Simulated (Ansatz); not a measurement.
**Quasiparticle gap of Rb2LiVO4 (Cmc2_1)**

Aim: the quasiparticle gap of Rb2LiVO4 (Cmc2_1), starting from r2SCAN.

Program: Ansatz 0.2.0. Level of theory: r2SCAN, then G0W0 on it, plane waves, PAW. Results are calculated unless marked as measured.

**Experimental background.**

- Gap 3.8 eV: optical gap from diffuse reflectance; UV-vis-NIR diffuse reflectance; powder (polycrystalline, solid-state reaction) (“Growth, Properties, and Theoretical Analysis of M2LiVO4 (M = Rb, Cs) Crystals: Two Potential Mid-Infrared Nonlinear Optical Materials”, 2017, pmc:5432528).

**1. The structure**

Symmetry: Cmc2_1, No. 36, orthorhombic system. The conventional cell has a = 5.879 Å, b = 11.701 Å, c = 7.933 Å, α = 90.00°, β = 90.00°, γ = 90.00°. Nearest to Rb lie 10 O at 2.88 to 3.57 Å and 3 Li at 3.18 to 3.60 Å and 1 V at 3.49 Å. Nearest to Rb lie 8 O at 2.89 to 3.24 Å and 1 Li at 3.11 Å. Nearest to Li lie 4 O at 1.89 to 2.06 Å. Nearest to V lie 4 O at 1.71 to 1.72 Å. Nearest to O lie 1 V at 1.72 Å and 1 Li at 1.89 Å and 5 Rb at 3.02 to 3.57 Å. Nearest to O lie 1 V at 1.71 Å and 1 Li at 2.06 Å and 4 Rb at 2.88 to 3.06 Å. Farther neighbours and most contacts between anions are not listed.

The cell and positions come from the Crystallography Open Database and are kept as given unless a step says otherwise.

The logs state that the PAW files were generated under PBE.

**2. The r2SCAN band structure**

Levels along a band path and on the mesh show where this functional puts the band edges.

This step: DFT, r2SCAN, plane waves, PAW; PAW set soft_1.

Contents of input.yaml:

```yaml
crystal:
  lattice:
    - [2.9395, -5.8505, 0.0]
    - [2.9395, 5.8505, 0.0]
    - [0.0, 0.0, 7.933]
  atoms:
    - { symbol: Rb, position: [0.605, 0.395, 0.9488] }
    - { symbol: Rb, position: [0.395, 0.605, 0.4488] }
    - { symbol: Rb, position: [0.0617, 0.9383, 0.5932] }
    - { symbol: Rb, position: [0.9383, 0.0617, 0.0932] }
    - { symbol: Li, position: [0.1989, 0.8011, 0.1716] }
    - { symbol: Li, position: [0.8011, 0.1989, 0.6716] }
    - { symbol: V, position: [0.6905, 0.3095, 0.3894] }
    - { symbol: V, position: [0.3095, 0.6905, 0.8894] }
    - { symbol: O, position: [0.4087, 0.1191, 0.2817] }
    - { symbol: O, position: [0.5913, 0.8809, 0.7817] }
    - { symbol: O, position: [0.8809, 0.5913, 0.2817] }
    - { symbol: O, position: [0.1191, 0.4087, 0.7817] }
    - { symbol: O, position: [0.634, 0.366, 0.5887] }
    - { symbol: O, position: [0.366, 0.634, 0.0887] }
    - { symbol: O, position: [0.835, 0.165, 0.4236] }
    - { symbol: O, position: [0.165, 0.835, 0.9236] }
kpoints:
  mp_grid: { grid: [4, 4, 4] }
  band_path:
    path:
      - [[0.0, 0.0, 0.0], [-0.5, 0.5, 0.0], [-0.68688959, 0.31311041, 0.0]]
      - [[-0.31311041, -0.31311041, 0.0], [0.0, 0.0, 0.0], [0.0, 0.0, -0.5], [-0.31311041, -0.31311041, -0.5]]
      - [[-0.68688959, 0.31311041, -0.5], [-0.5, 0.5, -0.5], [-0.5, 0.5, 0.0]]
      - [[0.0, 0.0, 0.0], [-0.5, 0.0, 0.0], [-0.5, 0.0, -0.5], [0.0, 0.0, -0.5], [-0.5, 0.5, -0.5]]
    npoints: 10
hamiltonian:
  xc: r2scan
  pseudopotentials: { kind: paw, azcp: { folder: soft_1 } }
scf:
  occupations: { method: fermi_dirac, width: 0.02 }
  n_extra_bands: 9
output:
  eigenvalues: true
  forces: true
  stress: true
```

Run with:

```
$ ansatz run input.yaml --threads 24 --pin off --max-ram 82944MiB --backend cuda --events-out ev --progress --plain --runs-dir out --devices 1 --max-vram 78GiB
```

Numbers of over 12 decimals in the logs are rounded to 6 here.

The log of the run:

```text
scf.n_extra_bands = 9 over 58 filled bands (N_el = 116.0): the run solves 67 bands
GPUs: using 1 of 1 available (devices: 1).
Engine: ansatz 0.2.0, aarch64-unknown-linux-gnu
Pseudopotentials: kind: paw
Pseudopotential: Rb, paw, valence charge 9, recommended cutoff 500 eV (meta_gga), soft_1/Rb.paw.azcp
Pseudopotential: Li, paw, valence charge 3, recommended cutoff 500 eV (meta_gga), soft_1/Li.paw.azcp
Pseudopotential: V, paw, valence charge 13, recommended cutoff 500 eV (meta_gga), soft_1/V.paw.azcp
Pseudopotential: O, paw, valence charge 6, recommended cutoff 500 eV (meta_gga), soft_1/O.paw.azcp
Functional definition: r2SCAN
  parameter k0 = 0.174
  parameter k1 = 0.065
  parameter a1 = 4.9479
  exchange = r2scan_x(k0 = k0, k1 = k1, a1 = a1)
  correlation = r2scan_c
device memory: the entry about to start is reckoned to put 16.6 GiB on a device that reports 182.5 GiB free (of which the cap on the GPU budget leaves the run 78.0 GiB)
GPU FFT provider: cuFFT
GPU libraries: cuBLAS 13.8.1, cuFFT 12.4.0, cuSOLVER 12.3.2
GPU matrix products: emulated (plane waves: as basis.precision tells), large ones in fixed point in workspaces of 1.00 GiB
Crystal: 16 atoms, lattice volume = 272.856 Å³
Basis set: ecut = 500 eV, 6919 PW (Γ), exchange–correlation on 192×192×240 points (64 copies of the dense FFT grid, shifted against one another)
Bands: 67, of which v1, the nominal top of the filled ones, is band 58 counted from 1 (57 counted from 0)
Symmetry: 4 space group operations
Space group: Cmc21 (ITA 36), of the structure as read, at distance tolerance 6.5e-5 Å
k-points: 21 of 64 (time reversal used)
Non-local potential: Rb, projectors of the file, l = 0: 3, l = 1: 2, l = 2: 2
Non-local potential: Li, projectors of the file, l = 0: 3, l = 1: 2, l = 2: 1
Non-local potential: V, projectors of the file, l = 0: 3, l = 1: 2, l = 2: 3, l = 3: 1
Non-local potential: O, projectors of the file, l = 0: 2, l = 1: 2, l = 2: 1
PAW form: soft (Blöchl's): semilocal exchange-correlation on the pseudo side does not see the compensation charge
PAW frozen core: Rb, regenerated for the run's functional (the file was generated under x = pbe(κ = 0.804, μ = 0.219515), c = pbe(β = 0.066725))
PAW frozen core: V, regenerated for the run's functional (the file was generated under x = pbe(κ = 0.804, μ = 0.219515), c = pbe(β = 0.066725))
PAW frozen core: O, regenerated for the run's functional (the file was generated under x = pbe(κ = 0.804, μ = 0.219515), c = pbe(β = 0.066725))
PAW one-centre angular grid: Rb, 302 points (default); XC on 160 Gauss nodes
PAW one-centre angular grid: Li, 302 points (default); XC on 295 of its mesh's 2161 points in the sphere
PAW one-centre angular grid: V, 590 points (default); XC on 160 Gauss nodes
PAW one-centre angular grid: O, 302 points (default); XC on 160 Gauss nodes
Initial density: superposition of atomic densities (chi_scale 0.1, normalization cell, long waves kept (reshape's long-wave potential 0.04 eV rms))
Initial wavefunctions: pseudopotential atomic-orbital guess
GPU buffer pool allocated for 138240 grid points (all kernels)
GPU transforms: local potential and band sums: pruned to the plane-wave sphere, on 48×48×60
Functional: x = r2scan, c = r2scan; τ floored in thin density (d = 2e-4 eV/Å³)
SCF iter   1: F=—  HF=-23923.187514 eV  |F-HF|=—  |Δ(HF+E_count)|=         —  Δρ=4.32e-2  dr2=4.71e0  dr2_τ=5.55e-1  ethr=3.10e-3  ⟨swp⟩=7.2  Hψ=5184  notcnv=0
preconditioner: auto → Resta (q_TF=auto, 2.366 Å⁻¹)  ε∞=4.1  [insulator: Δε(μ)=4.232 eV  Ē_g=12.052 eV  σ=0.020 eV  W_gap=1.00  n_scr=58 (ndim 8)  ℏωp=21.1 eV  f_vac=0.000  D(μ)=0.00/eV (n_scr^D=0)  ε∞_Penn≈4.1]
SCF iter   2: F=—  HF=-23923.168774 eV  |F-HF|=—  |Δ(HF+E_count)|=   1.87e-2  Δρ=2.31e-2  dr2=1.52e0  dr2_τ=6.65e-2  ethr=3.10e-3  ⟨swp⟩=2.4  Hψ=2452  notcnv=0  defer=105
SCF iter   3: F=—  HF=-23923.318045 eV  |F-HF|=—  |Δ(HF+E_count)|=   1.49e-1  Δρ=1.04e-2  dr2=3.70e-1  dr2_τ=2.01e-2  ethr=1.31e-3  ⟨swp⟩=2.0  Hψ=2394  notcnv=0  defer=105
SCF iter   4: F=—  HF=-23923.327237 eV  |F-HF|=—  |Δ(HF+E_count)|=   9.19e-3  Δρ=1.04e-2  dr2=3.21e-1  dr2_τ=2.03e-2  ethr=3.19e-4  ⟨swp⟩=3.0  Hψ=2603  notcnv=0  defer=105
SCF iter   5: F=—  HF=-23923.294553 eV  |F-HF|=—  |Δ(HF+E_count)|=   3.27e-2  Δρ=2.93e-3  dr2=2.48e-2  dr2_τ=1.34e-3  ethr=2.77e-4  ⟨swp⟩=2.0  Hψ=1722  notcnv=0  defer=105
SCF iter   6: F=—  HF=-23923.295247 eV  |F-HF|=—  |Δ(HF+E_count)|=   6.95e-4  Δρ=1.51e-3  dr2=7.32e-3  dr2_τ=5.44e-4  ethr=2.14e-5  ⟨swp⟩=2.4  Hψ=2298  notcnv=0  defer=105
SCF iter   7: F=—  HF=-23923.294996 eV  |F-HF|=—  |Δ(HF+E_count)|=   2.52e-4  Δρ=3.48e-4  dr2=4.79e-4  dr2_τ=1.39e-5  ethr=6.31e-6  ⟨swp⟩=2.0  Hψ=1890  notcnv=0  defer=105
SCF iter   8: F=—  HF=-23923.295197 eV  |F-HF|=—  |Δ(HF+E_count)|=   2.01e-4  Δρ=8.00e-5  dr2=2.01e-5  dr2_τ=1.32e-6  ethr=4.13e-7  ⟨swp⟩=2.0  Hψ=1994  notcnv=0  defer=105
SCF iter   9: F=—  HF=-23923.295582 eV  |F-HF|=—  |Δ(HF+E_count)|=   3.86e-4  Δρ=2.38e-5  dr2=1.71e-6  dr2_τ=1.14e-7  ethr=1.73e-8  ⟨swp⟩=2.5  Hψ=2264  notcnv=0  defer=105
SCF iter  10: F=—  HF=-23923.295583 eV  |F-HF|=—  |Δ(HF+E_count)|=   8.79e-7  Δρ=3.14e-5  dr2=2.42e-6  dr2_τ=2.15e-7  ethr=1.47e-9  ⟨swp⟩=2.0  Hψ=2226  notcnv=0  defer=105
SCF iter  11: F=-23923.295583 eV  HF=-23923.295583 eV  |F-HF|=2.01e-8  |Δ(HF+E_count)|=   3.99e-7  Δρ=4.29e-6  dr2=4.89e-8  dr2_τ=4.45e-9  ethr=8.62e-11  ⟨swp⟩=10.5  Hψ=7460  notcnv=0
SCF 1 converged in 11 iterations: F = -23923.295583 eV  dr2 = 4.89e-8
  greatest PAW one-centre occupation: 1.000 electrons in one spin orbital (limit 2), on the V atom at site 7 (counted from 0), in its partial waves of l = 0
device memory: the entry about to start is reckoned to put 21.2 GiB on a device that reports 182.4 GiB free (of which the cap on the GPU budget leaves the run 78.0 GiB)
NSCF: frozen V_eff on 114 k-points, pencils in batches of 32, up to order 296
SCF converged after 11 iterations
Free energy (F): -23923.295583 eV
Harris-Foulkes:  -23923.295583 eV  (|F-HF|=2.01e-8)
Internal energy: -23923.295583 eV  (E = F + TS)
E sigma→0 (E₀):  -23923.295583 eV
Fermi energy:    5.838251 eV
--- Per-component energies (eV) ---
  E_band       = -1238.232464
  E_kinetic    = 2707.263288
  E_local      = -9935.603566  (includes V_loc(G=0)·N_el)
  E_nonlocal   = 1275.458305
  E_hartree    = 3674.445653
  E_xc         = -1285.435996
  E_vxc        = -1745.593817  (∫ρ·V_xc dr)
  E_paw        = -14186.847653  (= ΣΔE_a)
  E_vpaw       = -999.154529  (= ΣTr[D̂ρ^β])
  E_aug_tail   = 0.003717  (compensation charges beyond the density's cutoff)
  E_vtau       = 110.506663  (kinetic-family band-sum trace: ∫τ·v_τ [+ j·A + Jᵃ·Aᵃ] dr)
  E_ewald      = -6171.204530
  E_core_change = -1.374801  (= ΣΔE_core)
  E_smearing   = -0.000000  (= −TS)
  E_closure    = 0.000000  (closes the sum)
  Σ components = -23923.295583   (vs F -23923.295583, Δ=0.00e0)
--- Forces (eV/Å), atoms counted from 1 ---
  atom   1  Rb    -0.00000000     0.01014907     0.01458944
  atom   2  Rb     0.00000000    -0.01014907     0.01458944
  atom   3  Rb     0.00000000    -0.01547318    -0.03275485
  atom   4  Rb    -0.00000000     0.01547318    -0.03275485
  atom   5  Li     0.00000000    -0.08193896    -0.02027468
  atom   6  Li    -0.00000000     0.08193896    -0.02027468
  atom   7  V     -0.00000000     0.37786996    -0.08834471
  atom   8  V      0.00000000    -0.37786996    -0.08834471
  atom   9  O     -0.04985917    -0.12015939     0.09560273
  atom  10  O      0.04985917     0.12015939     0.09560273
  atom  11  O      0.04985917    -0.12015939     0.09560273
  atom  12  O     -0.04985917     0.12015939     0.09560273
  atom  13  O      0.00000000    -0.04196887    -0.03524982
  atom  14  O     -0.00000000     0.04196887    -0.03524982
  atom  15  O      0.00000000    -0.20765728    -0.02924923
  atom  16  O     -0.00000000     0.20765728    -0.02924923
  max |Σ_I F_I| component: 1.57e-4 eV/Å
--- Stress (GPa, compression-positive) ---
       -0.648512       0.000000       0.000000
        0.000000      -0.074196       0.000000
        0.000000       0.000000      -1.092645
  P = ⅓ Tr σ = -0.6051 GPa (-6.051 kbar)
--- Band table (eV; the first three rows and the last of 21) ---
  k-point 0: bands = [... 54 lower, 3.4104, 3.4772, 3.5508, 3.6207, 8.1488, 8.1635, 8.1745, 8.2406, ... 5 higher]
  k-point 1: bands = [... 54 lower, 3.3566, 3.4302, 3.5868, 3.6184, 8.1612, 8.1689, 8.1936, 8.2392, ... 5 higher]
  k-point 2: bands = [... 54 lower, 3.3487, 3.3487, 3.6133, 3.6133, 8.1737, 8.1737, 8.2251, 8.2251, ... 5 higher]
  k-point 20: bands = [... 54 lower, 3.3476, 3.3476, 3.5704, 3.5704, 8.1808, 8.1808, 8.2467, 8.2467, ... 5 higher]
```

Elapsed: 2.8 s, on 1 × NVIDIA GB200 (shared by 2 runs) with 24 threads of Arm Neoverse V2, shared host; peak memory 1.4 GiB; 13 s of CPU time.

In the SCF lines HF is the Harris–Foulkes energy and dr2 the Hartree energy of the density residual, in eV; the loop may stop once dr2 is under the threshold and the program's other checks hold. Hψ counts applications of the Hamiltonian.

Numbers from this step:

| Property | Result |
| --- | --- |
| pressure | -0.6051 GPa |
| filled bands | 58 |
| gap | 4.354 eV |
| valence top at | Y |
| conduction bottom at | S |
| least direct gap | 4.427 eV |

Over mesh and path the gap is 4.354 eV, from k = (-0.500, 0.500, 0.000) to k = (-0.500, 0.000, 0.000). The least direct gap found is 4.427 eV, at k = (-0.500, 0.500, 0.000).

The electronic bands at the labelled points (eV, zero at the top of the highest nominally filled band):

```tsv
point	band 55	band 56	band 57	band 58	band 59	band 60	band 61	band 62
Γ	-0.25	-0.19	-0.11	-0.04	4.48	4.50	4.51	4.58
halfway	-0.27	-0.23	-0.13	-0.02	4.44	4.52	4.56	4.58
Y	-0.28	-0.27	-0.14	0.00	4.43	4.56	4.56	4.58
halfway	-0.30	-0.30	-0.17	-0.07	4.43	4.48	4.59	4.63
C0	-0.32	-0.32	-0.22	-0.20	4.39	4.44	4.63	4.68
jump to Σ0	-0.32	-0.32	-0.22	-0.20	4.39	4.44	4.63	4.68
halfway	-0.31	-0.26	-0.20	-0.17	4.40	4.49	4.61	4.65
Γ	-0.25	-0.19	-0.11	-0.04	4.48	4.50	4.51	4.58
halfway	-0.31	-0.23	-0.08	-0.05	4.50	4.50	4.53	4.57
Z	-0.32	-0.32	-0.05	-0.05	4.51	4.51	4.56	4.56
halfway	-0.32	-0.32	-0.22	-0.22	4.49	4.49	4.60	4.60
A0	-0.31	-0.31	-0.28	-0.28	4.48	4.48	4.61	4.61
jump to E0	-0.31	-0.31	-0.28	-0.28	4.48	4.48	4.61	4.61
halfway	-0.30	-0.30	-0.17	-0.17	4.52	4.52	4.57	4.57
T	-0.32	-0.32	-0.09	-0.09	4.52	4.52	4.58	4.58
halfway	-0.31	-0.29	-0.12	-0.04	4.45	4.57	4.57	4.57
Y	-0.28	-0.27	-0.14	0.00	4.43	4.56	4.56	4.58
jump to Γ	-0.25	-0.19	-0.11	-0.04	4.48	4.50	4.51	4.58
halfway	-0.30	-0.24	-0.19	-0.13	4.40	4.51	4.58	4.64
S	-0.32	-0.30	-0.26	-0.20	4.35	4.49	4.63	4.71
halfway	-0.33	-0.32	-0.28	-0.24	4.39	4.49	4.63	4.68
R	-0.34	-0.34	-0.29	-0.29	4.47	4.47	4.63	4.63
halfway	-0.31	-0.31	-0.18	-0.18	4.51	4.51	4.58	4.58
Z	-0.32	-0.32	-0.05	-0.05	4.51	4.51	4.56	4.56
halfway	-0.32	-0.32	-0.07	-0.07	4.51	4.51	4.57	4.57
T	-0.32	-0.32	-0.09	-0.09	4.52	4.52	4.58	4.58
```

(Continued in part 2 of 2.)

[Paths, hosts, dates, memory and timing lines, banners, echoed tables and standing remarks are left out of the program output.]

[Logs are printed without paths, hosts, clocks, repeated set-up lines and the standing remarks that a program may print on its own settings, such as how far it seeks lower states.]

[Runs of the session that timed out or met a known fault of the program may be left out.]

[Cells called generated may have been cut or substituted from an entry of the Crystallography Open Database or the Materials Project.]

[Hosts, paths, dates, database ids (printed as entryN), source tags and the programs' standing remarks are cut or masked in the printed files.]

[Where an RPA ε∞ is given, it is that of the G0W0 mesh and is not shown converged in it. Names of k-points follow the symmetry that the program found, which can be lower than the space group named. Band edges on a path are those of the sampled points; other points can move an edge, and change direct to indirect where valleys lie close.]

[Hybrid gaps are those of their k-mesh and are not shown converged in it.]
